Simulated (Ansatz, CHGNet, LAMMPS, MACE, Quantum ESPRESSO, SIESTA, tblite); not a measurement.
**Running Zn2+ BF4- in dimethoxyethane and tetrahydrofuran at 480 K (85 atoms) with SIESTA**

Wanted: SIESTA inputs and outputs for Zn2+ BF4- in dimethoxyethane and tetrahydrofuran at 480 K (85 atoms), checked against a plane-wave reference.

Program: SIESTA 5.4.2. Level of theory: the method is named at each step. Results are calculated unless marked as measured.

## (1) The starting structure

The cell holds 85 atoms: 20 C, 8 O, 46 H, 2 B, 8 F and 1 Zn. Cell: a = 10.026 Å, b = 10.026 Å, c = 10.026 Å, α = 90.0°, β = 90.0°, γ = 90.0°. 3 dimethoxyethane, 2 tetrahydrofuran, 1 Zn2+, 2 BF4- placed at random, at 1.08 g/cm³; overlaps pushed apart, then 10 ps at 550 K with stiff harmonic cages for PF6 and BF4 with UFF radii; divalent ions of Li, Roberts, Chakravorty and Merz (J. Chem. Theory Comput. 9, 2733 (2013)); MMFF94 bonds, angles, torsions, charges and radii (Halgren, J. Comput. Chem. 17, 490 (1996)) in harmonic and 12-6 forms; charges of ions scaled by 0.8. Snapshot after 30 ps at 480 K and fixed volume.

The yardstick, on the same geometry:

- method: Kohn-Sham DFT, PBE, SSSP efficiency 1.3.0 pseudopotentials, plane waves (Quantum ESPRESSO 7.5); sssp-pbe-1.3.0-efficiency, cutoffs 60/480 Ry, Γ point
- r.m.s. force component: 1.132 eV/Å
- longest force: 4.736 eV/Å
- pressure: 2.852 GPa
- gap (highest filled to lowest empty level): 4.052 eV
- time: 95 s on 2 MPI ranks of Arm Neoverse V2, shared host
- CPU time: 3.2 min

## (2) PBE, DZP, shift 0.01 Ry, mesh 500 Ry

Method: Kohn-Sham DFT, PBE, PseudoDojo 0.4.1 norm-conserving pseudopotentials (converted to PSML), numerical atomic orbitals (DZP), diagonalisation.

The .psml files are PseudoDojo norm-conserving potentials that we converted to this format, checked against plane waves on the same files for H, C, O, Si, Ge and Ca alone.

Input file input.fdf:

```
SystemLabel cell
NumberOfAtoms 85
NumberOfSpecies 6
%block ChemicalSpeciesLabel
  1 6 C
  2 8 O
  3 1 H
  4 5 B
  5 9 F
  6 30 Zn
%endblock ChemicalSpeciesLabel
LatticeConstant 1.0 Ang
%block LatticeVectors
  10.02554 0.00000 0.00000
  0.00000 10.02554 0.00000
  0.00000 0.00000 10.02554
%endblock LatticeVectors
PAO.BasisSize DZP
PAO.EnergyShift 0.01 Ry
XC.Functional GGA
XC.Authors PBE
MeshCutoff 500 Ry
%block kgrid_Monkhorst_Pack
  1 0 0 0.0
  0 1 0 0.0
  0 0 1 0.0
%endblock kgrid_Monkhorst_Pack
SolutionMethod diagon
OccupationFunction FD
ElectronicTemperature 580 K
SCF.Mixer.Method Pulay
SCF.Mixer.Weight 0.15
SCF.Mixer.History 8
SCF.Mix Hamiltonian
MaxSCFIterations 300
SCF.DM.Tolerance 1e-04
SCF.H.Tolerance 1.0e-3 eV
WriteForces T
Write.HirshfeldPop T
Write.VoronoiPop T
Write.DM F
Write.H F
XML.Write F
AtomicCoordinatesFormat Fractional
%block AtomicCoordinatesAndAtomicSpecies
  0.73336 0.58449 0.71775 1
  0.59029 0.57258 0.69394 2
  0.56928 0.61204 0.55735 1
  0.60080 0.75681 0.53298 1
  0.73802 0.75883 0.49735 2
  0.74879 0.73364 0.35598 1
  0.77551 0.68383 0.70818 3
  0.78233 0.50717 0.66072 3
  0.73187 0.56574 0.82124 3
  0.62720 0.54569 0.48716 3
  0.46509 0.59692 0.54146 3
  0.58362 0.81263 0.62877 3
  0.53234 0.78248 0.45782 3
  0.84641 0.69045 0.32220 3
  0.66703 0.66561 0.32550 3
  0.71820 0.82607 0.30697 3
  0.88300 0.81678 0.99679 1
  0.02123 0.80342 0.03184 2
  0.07845 0.68880 0.95503 1
  0.22468 0.64337 0.00676 1
  0.29782 0.75024 0.95681 2
  0.43277 0.73226 0.99929 1
  0.85214 0.92072 0.02179 3
  0.82543 0.73515 0.03600 3
  0.86810 0.81528 0.88736 3
  0.00225 0.60656 0.95700 3
  0.07675 0.71151 0.85491 3
  0.25926 0.54588 0.96786 3
  0.21373 0.64849 0.11018 3
  0.49186 0.82148 0.97457 3
  0.43778 0.71244 0.10323 3
  0.47481 0.64114 0.94585 3
  0.38338 0.31039 0.75910 1
  0.30912 0.20105 0.71051 2
  0.39585 0.08563 0.72088 1
  0.31288 0.96619 0.70452 1
  0.23673 0.98127 0.58150 2
  0.18474 0.84850 0.55741 1
  0.36461 0.40656 0.71082 3
  0.48756 0.29004 0.71885 3
  0.38830 0.32793 0.86779 3
  0.48061 0.10048 0.64173 3
  0.44040 0.07961 0.81219 3
  0.22732 0.95140 0.77756 3
  0.38076 0.88301 0.71224 3
  0.27092 0.78264 0.55632 3
  0.12086 0.81404 0.63730 3
  0.12504 0.85619 0.46816 3
  0.15097 0.10894 0.10417 1
  0.08420 0.23812 0.15026 1
  0.01129 0.18518 0.27215 1
  0.10611 0.09165 0.33020 2
  0.16762 0.02124 0.23202 1
  0.25428 0.13455 0.07347 3
  0.09421 0.06670 0.02259 3
  0.00972 0.27481 0.07668 3
[... 25 atom lines left out ...]
  0.53514 0.29627 0.43844 5
  0.52981 0.08934 0.34195 5
  0.33312 0.19070 0.43341 5
  0.17771 0.16951 0.53776 6
%endblock AtomicCoordinatesAndAtomicSpecies
```

Run with:

```sh
OMP_NUM_THREADS=1 mpirun -np 2 siesta < input.fdf > output.txt
```

Log:

```text
Version         : 5.4.2
reinit: System Name:
reinit: System Label: cell
initatom: Reading input for the pseudopotentials and atomic orbitals ----------
Species number:   1 Atomic number:    6 Label: C
Species number:   2 Atomic number:    8 Label: O
Species number:   3 Atomic number:    1 Label: H
Species number:   4 Atomic number:    5 Label: B
Species number:   5 Atomic number:    9 Label: F
Species number:   6 Atomic number:   30 Label: Zn
Ground state valence configuration (from tables):   2s02  2p02  3d00  4f00
Ground state valence configuration (from tables):   2s02  2p04  3d00  4f00
Ground state valence configuration (from tables):   1s01  2p00  3d00  4f00
Ground state valence configuration (from tables):   2s02  2p01  3d00  4f00
Ground state valence configuration (from tables):   2s02  2p05  3d00  4f00
Ground state valence configuration (from tables):   4s02  4p00  3d10  4f00
---- Processing specs for species: C
GGA--PBE XC_GGA_X_PBE--XC_GGA_C_PBE pb
---- Processing specs for species: O
GGA--PBE XC_GGA_X_PBE--XC_GGA_C_PBE pb
---- Processing specs for species: H
GGA--PBE XC_GGA_X_PBE--XC_GGA_C_PBE pb
---- Processing specs for species: B
GGA--PBE XC_GGA_X_PBE--XC_GGA_C_PBE pb
---- Processing specs for species: F
GGA--PBE XC_GGA_X_PBE--XC_GGA_C_PBE pb
---- Processing specs for species: Zn
GGA--PBE XC_GGA_X_PBE--XC_GGA_C_PBE pb
Semicore shell(s) with  8 electrons included in the valence for Zn
Semicore shell(s): 3s 3p
Fallback to non-perturbative polarization scheme for Zn
Please see the manual if this is not desired in principle
C pseudopotential only contains V_ls up to l=1 -- lmxkb reset.
O pseudopotential only contains V_ls up to l=2 -- lmxkb reset.
H pseudopotential only contains V_ls up to l=1 -- lmxkb reset.
B pseudopotential only contains V_ls up to l=1 -- lmxkb reset.
F pseudopotential only contains V_ls up to l=2 -- lmxkb reset.
Zn pseudopotential only contains V_ls up to l=2 -- lmxkb reset.
Using PAO.SplitTailNorm
[... lines left out ...]
Total number of electrons:   256.000000
[... lines left out ...]
outcell: Cell volume (Ang**3)        :   1007.6816
Gamma-point calculation with multiply-connected orbital pairs
Gamma-point calculation with multiply-connected orbital pairs
Folding of H and S implicitly performed
Folding of H and S implicitly performed
new_DM -- step:     1
Initializing Density Matrix...
Attempting to read DM from file... Failed...
DM filled with atomic data:
InitMesh: MESH = 144 x 144 x 144 = 2985984
InitMesh: Mesh cutoff (required, used) =   500.000   570.179 Ry
stepf: Fermi-Dirac step function
        iscf     Eharris(eV)        E_KS(eV)     FreeEng(eV)     dDmax    Ef(eV) dHmax(eV)
   scf:    1   -17492.308611   -18354.660252   -18354.842835  1.894111 -0.980839162.636461
   scf:    2   -18811.259028   -18805.308156   -18805.308156  0.850697 -4.748782 20.528140
   scf:    3   -18812.717624   -18809.199897   -18809.199897  0.088478 -4.287309 15.134398
   scf:    4   -18815.225215   -18813.420966   -18813.420966  0.270791 -4.358622  1.377563
[...]
scf:   11   -18813.703345   -18813.703343   -18813.703343  0.000171 -3.985488  0.002246
   scf:   12   -18813.703344   -18813.703343   -18813.703343  0.000033 -3.985749  0.000871
SCF Convergence by DM+H criterion
max |DM_out - DM_in|         :     0.0000334028
max |H_out - H_in|      (eV) :     0.0008709056
SCF cycle converged after 12 iterations
Using DM_out to compute the final energy and forces
siesta: E_KS(eV) =           -18813.7033
siesta: E_KS - E_eggbox =    -18813.7033
siesta: Atomic forces (eV/Ang):
     1   -2.117955   -0.431577    0.342903
     2    0.877935    0.624011   -0.883926
     3    0.055223   -0.820909    1.074559
[...]
84    0.464375   -0.180577   -0.284367
    85    1.571883   -1.500499   -0.676242
----------------------------------------
   Tot   -0.010115    0.000001    0.003239
----------------------------------------
   Max    4.218055
   Res    1.265883    sqrt( Sum f_i^2 / 3N )
----------------------------------------
   Max    4.218055    constrained
Stress tensor Voigt[x,y,z,yz,xz,xy] (kbar):      -29.51      -39.24      -59.88       16.36       -2.93       -3.69
(Free)E + p*V (eV/cell)   -18786.7359
Target enthalpy (eV/cell)   -18813.7033
siesta: Program's energy decomposition (eV):
siesta: Ebs     =     -4189.125929
siesta: Eions   =     27880.363128
siesta: Ena     =      4730.183299
siesta: Ekin    =     11574.149315
siesta: Enl     =     -2688.683106
siesta: DEna    =      -160.349012
siesta: DUscf   =        27.743136
siesta: Ex      =     -4117.581834
siesta: Ec      =      -298.802013
siesta: Exc     =     -4416.383847
siesta: Eharris =    -18813.703344
siesta: Etot    =    -18813.703343
siesta: FreeEng =    -18813.703343
siesta: Final energy (eV):
siesta:  Band Struct. =   -4189.125929
siesta:       Kinetic =   11574.149315
siesta:       Hartree =   16168.843426
siesta:         Exch. =   -4117.581834
siesta:         Corr. =    -298.802013
siesta:   Exch.-corr. =   -4416.383847
siesta:  Ion-electron =  -43100.431886
siesta:       Ion-ion =     960.119648
siesta:         Total =  -18813.703343
siesta:         Fermi =      -3.985749
siesta: Stress tensor (static) (eV/Ang**3):
siesta:    -0.018418   -0.002305   -0.001829
siesta:    -0.002305   -0.024494    0.010212
siesta:    -0.001828    0.010212   -0.037374
siesta: Cell volume =       1007.681585 Ang**3
siesta: Pressure (static):
siesta:                Solid            Molecule  Units
siesta:           0.00029147          0.00025305  Ry/Bohr**3
siesta:           0.02676186          0.02323443  eV/Ang**3
siesta:          42.87722302         37.22566476  kBar
    Orbital volume contribution        =          23.563192 eV
    (Free)E + p_basis*V_orbitals       =      -18790.140151 eV
    (Free)Eharris+ p_basis*V_orbitals  =      -18790.140151 eV
Hirshfeld Atomic Populations:
Atom #   charge [q] valence [e]  Species
     1    -0.036883    4.036883  C
     2    -0.097823    6.097823  O
     3     0.003052    3.996948  C
     4     0.011751    3.988249  C
     5    -0.088543    6.088543  O
[...]
7     0.013415    0.986585  H
     8     0.019179    0.980821  H
     9     0.013390    0.986610  H
[...]
18    -0.089306    6.089306  O
[...]
75     0.103582    2.896418  B
    76    -0.137606    7.137606  F
    77    -0.153435    7.153435  F
    78    -0.153400    7.153400  F
[...]
80     0.098895    2.901105  B
[...]
85     0.856265   19.143735  Zn
--------------------
 Total     0.000002
Voronoi Atomic Populations:
Atom #   charge [q] valence [e]  Species
[...]
52    -0.131973    6.131973  O
[...]
64     0.080080    3.919920  C
    65    -0.114540    6.114540  O
    66     0.073269    3.926731  C
[...]
73     0.006130    0.993870  H
    74     0.007925    0.992075  H
    75     0.180524    2.819476  B
[...]
80     0.195004    2.804996  B
[...]
83    -0.283292    7.283292  F
    84    -0.160522    7.160522  F
    85     0.932814   19.067186  Zn
--------------------
 Total     0.000002
```

Elapsed: 85 s, on 2 MPI ranks of Arm Neoverse V2, shared host; peak memory 1.6 GiB.

Banners, paths, timers and routine set-up lines are dropped from the logs unmarked, and long logs keep their key lines alone; longer cuts are marked.

Numbers from this run, and their distance from the reference:

```
r.m.s. force component                           : 1.266 eV/Å
r.m.s. difference of force components            : 339.8 meV/Å
longest difference of force vectors              : 985.7 meV/Å
force difference over r.m.s. force               : 30.01 %
slope of forces against the reference's          : 1.08
correlation of force components                  : 0.966
gap (highest filled to lowest empty level) : 4.558 eV
gap difference                                   : 0.5058 eV
pressure                                         : 4.288 GPa
pressure difference                              : 1.436 GPa
```

This run lies far from the reference in forces at the same functional.

Length of the force difference by element (eV/Å):

| element | atoms | mean | most |
| --- | --- | --- | --- |
| B | 2 | 0.51 | 0.65 |
| C | 20 | 0.53 | 0.92 |
| F | 8 | 0.32 | 0.50 |
| H | 46 | 0.67 | 0.99 |
| O | 8 | 0.25 | 0.38 |
| Zn | 1 | 0.23 | 0.23 |

Levels nearest the highest filled one (eV from it): -2.20, -2.06, -1.89, -1.89, -1.78, -1.53, -1.06, -0.99, -0.90, -0.83, -0.68, 0.00, 4.56, 4.63, 5.19, 5.28, 5.58, 5.70, 5.84, 5.98, 6.01, 6.18, 6.33, 6.43.

The surroundings of Zn85, the only Zn atom, nearest first, numbered as they follow in the input and with coordinates relative to it.

| atom | x | y | z | distance (Å) | bonds | Hirshfeld charge (e) | Fx | Fy | Fz (eV/Å) |
| --- | --- | --- | --- | --- | --- | --- | --- | --- | --- |
| Zn85 | 0.00 | 0.00 | 0.00 | 0.00 | 5 | 0.86 | 1.57 | -1.50 | -0.68 |
| F76 | -0.27 | 1.75 | -0.32 | 1.80 | 2 | -0.14 | -0.27 | -0.85 | 0.58 |
| O65 | -1.55 | -0.40 | 0.83 | 1.81 | 3 | -0.08 | -2.88 | -1.34 | 2.93 |
| F84 | 1.56 | 0.21 | -1.05 | 1.89 | 2 | -0.13 | 0.46 | -0.18 | -0.28 |
| O37 | 0.59 | -1.89 | 0.44 | 2.03 | 3 | -0.09 | 1.37 | -1.96 | 0.40 |
| O34 | 1.32 | 0.32 | 1.73 | 2.20 | 3 | -0.09 | -0.41 | -0.43 | 0.80 |
| O52 | -0.72 | -0.78 | -2.08 | 2.34 | 2 | -0.10 | -1.40 | 2.38 | 3.60 |
| H74 | -2.78 | 0.10 | -0.61 | 2.85 | 1 | 0.01 | -0.42 | 0.95 | -1.49 |
| C66 | -2.88 | -0.37 | 0.34 | 2.92 | 4 | 0.02 | -1.32 | -0.03 | -2.09 |
| H59 | -1.84 | 1.03 | -2.06 | 2.95 | 1 | 0.02 | -0.58 | 0.61 | 1.54 |
| C36 | 1.36 | -2.04 | 1.67 | 2.96 | 4 | 0.02 | -2.19 | 0.88 | -0.12 |
| C64 | -1.85 | -0.45 | 2.28 | 2.97 | 4 | 0.02 | 1.38 | -2.16 | 0.58 |
| C35 | 2.19 | -0.84 | 1.84 | 2.98 | 4 | 0.01 | -0.81 | 1.37 | -3.78 |
| H72 | -1.31 | 0.38 | 2.66 | 2.99 | 1 | 0.03 | 0.46 | 1.71 | 1.16 |

Forces lie 30 % from the reference's, at 0.89 times its CPU time.

## (3) PBE, SZ, shift 0.01 Ry, mesh 500 Ry

Method: Kohn-Sham DFT, PBE, PseudoDojo 0.4.1 norm-conserving pseudopotentials (converted to PSML), numerical atomic orbitals (SZ), diagonalisation.

Edit input.fdf of step 2 so:

```diff
@@ -17,3 +17,3 @@
 %endblock LatticeVectors
-PAO.BasisSize DZP
+PAO.BasisSize SZ
 PAO.EnergyShift 0.01 Ry
```

Run with:

```sh
OMP_NUM_THREADS=1 siesta < input.fdf > output.txt
```

Log:

```text
Version         : 5.4.2
reinit: System Name:
reinit: System Label: cell
initatom: Reading input for the pseudopotentials and atomic orbitals ----------
Species number:   1 Atomic number:    6 Label: C
Species number:   2 Atomic number:    8 Label: O
Species number:   3 Atomic number:    1 Label: H
Species number:   4 Atomic number:    5 Label: B
[... lines left out ...]
SCF Convergence by DM+H criterion
[... lines left out ...]
SCF cycle converged after 12 iterations
[... lines left out ...]
   Max    7.955287
[... lines left out ...]
   Max    7.955287    constrained
Stress tensor Voigt[x,y,z,yz,xz,xy] (kbar):     -187.26     -185.36     -216.58        8.75      -12.82       -9.13
[... lines left out ...]
siesta: FreeEng =    -18719.148734
[... lines left out ...]
siesta:         Fermi =      -2.695203
[... lines left out ...]
siesta:         196.39802511        206.83319535  kBar
[... lines left out ...]
    18    -0.129405    6.129405  O
[...]
75     0.229911    2.770089  B
    76    -0.220397    7.220397  F
    77    -0.222527    7.222527  F
    78    -0.223637    7.223637  F
[...]
80     0.223108    2.776892  B
[...]
85     1.027897   18.972103  Zn
--------------------
 Total     0.000005
Voronoi Atomic Populations:
Atom #   charge [q] valence [e]  Species
[...]
52    -0.169227    6.169227  O
[...]
64     0.092144    3.907856  C
    65    -0.131812    6.131812  O
    66     0.097574    3.902426  C
[...]
73     0.010550    0.989450  H
    74    -0.004664    1.004664  H
    75     0.330051    2.669949  B
[...]
80     0.327926    2.672074  B
[...]
83    -0.318180    7.318180  F
    84    -0.221535    7.221535  F
    85     1.033335   18.966665  Zn
--------------------
 Total     0.000005
```

Wall time 57 s (1 thread); peak memory 0.7 GiB.

Compared with the plane-wave run:

```
r.m.s. force component                           : 2.464 eV/Å
r.m.s. difference of force components            : 2054 meV/Å
longest difference of force vectors              : 5562 meV/Å
force difference over r.m.s. force               : 181.4 %
slope of forces against the reference's          : 1.222
correlation of force components                  : 0.5617
gap (highest filled to lowest empty level) : 3.267 eV
gap difference                                   : -0.7855 eV
pressure                                         : 19.64 GPa
pressure difference                              : 16.79 GPa
```

This is a coarse setting, run to see what it loses.

Against the first run (30 %), the force difference from the reference is 181 %, at 0.34 times the CPU time (on 1 against 2 cores), with 208 basis functions against 743: the smaller basis costs accuracy.

## (4) PBE, DZ, shift 0.01 Ry, mesh 500 Ry

Method: Kohn-Sham DFT, PBE, PseudoDojo 0.4.1 norm-conserving pseudopotentials (converted to PSML), numerical atomic orbitals (DZ), diagonalisation.

Edit input.fdf of step 3 so:

```diff
@@ -17,3 +17,3 @@
 %endblock LatticeVectors
-PAO.BasisSize SZ
+PAO.BasisSize DZ
 PAO.EnergyShift 0.01 Ry
```

Log:

```text
Version         : 5.4.2
reinit: System Name:
reinit: System Label: cell
initatom: Reading input for the pseudopotentials and atomic orbitals ----------
Species number:   1 Atomic number:    6 Label: C
Species number:   2 Atomic number:    8 Label: O
Species number:   3 Atomic number:    1 Label: H
Species number:   4 Atomic number:    5 Label: B
[... lines left out ...]
SCF Convergence by DM+H criterion
[... lines left out ...]
SCF cycle converged after 12 iterations
[... lines left out ...]
   Max    4.975097
[... lines left out ...]
   Max    4.975097    constrained
Stress tensor Voigt[x,y,z,yz,xz,xy] (kbar):      -47.25      -49.31      -74.04       15.03       -4.93       -2.31
[... lines left out ...]
siesta: FreeEng =    -18794.782498
[... lines left out ...]
siesta:         Fermi =      -2.081631
[... lines left out ...]
siesta:          56.86874577         53.82279360  kBar
[... lines left out ...]
    18    -0.114986    6.114986  O
[...]
75     0.151404    2.848596  B
    76    -0.158932    7.158932  F
    77    -0.175872    7.175872  F
    78    -0.175051    7.175051  F
[...]
80     0.148560    2.851440  B
[...]
85     0.906299   19.093701  Zn
--------------------
 Total     0.000003
Voronoi Atomic Populations:
Atom #   charge [q] valence [e]  Species
[...]
52    -0.152221    6.152221  O
[...]
64     0.061860    3.938140  C
    65    -0.124006    6.124006  O
    66     0.056494    3.943506  C
[...]
73     0.019290    0.980710  H
    74     0.020626    0.979374  H
    75     0.189098    2.810902  B
[...]
80     0.203768    2.796232  B
[...]
83    -0.291731    7.291731  F
    84    -0.170678    7.170678  F
    85     0.978837   19.021163  Zn
--------------------
 Total     0.000003
```

It took 71 s on 1 thread; peak memory 0.79 GiB.

Numbers from this run, and their distance from the reference:

```
r.m.s. force component                           : 1.309 eV/Å
r.m.s. difference of force components            : 458.5 meV/Å
longest difference of force vectors              : 1802 meV/Å
force difference over r.m.s. force               : 40.49 %
slope of forces against the reference's          : 1.087
correlation of force components                  : 0.9397
gap (highest filled to lowest empty level) : 4.873 eV
gap difference                                   : 0.821 eV
pressure                                         : 5.687 GPa
pressure difference                              : 2.835 GPa
```

This is a coarse setting, run to see what it loses.

Against the first run (30 %), the force difference from the reference is 40 %, at 0.42 times the CPU time (on 1 against 2 cores), with 412 basis functions against 743: the smaller basis costs accuracy.

(Part 1 of 2 ends here.)

[Also dropped from logs without a mark: logging warnings of Python, and SIESTA's first energy breakdown and zero terms.]

[Logs are printed without paths, hosts, clocks, repeated set-up lines and the standing remarks that a program may print on its own settings, such as how far it seeks lower states.]

[Hosts, paths, dates, database ids (printed as entryN), source tags and the programs' standing remarks are cut or masked in the printed files.]

[The MMFF94 radii named for the starting cell were scaled by 0.96; in molecules described by MMFF94, hydrogen bound to N, O or S took a small fixed 12-6 site in their place.]
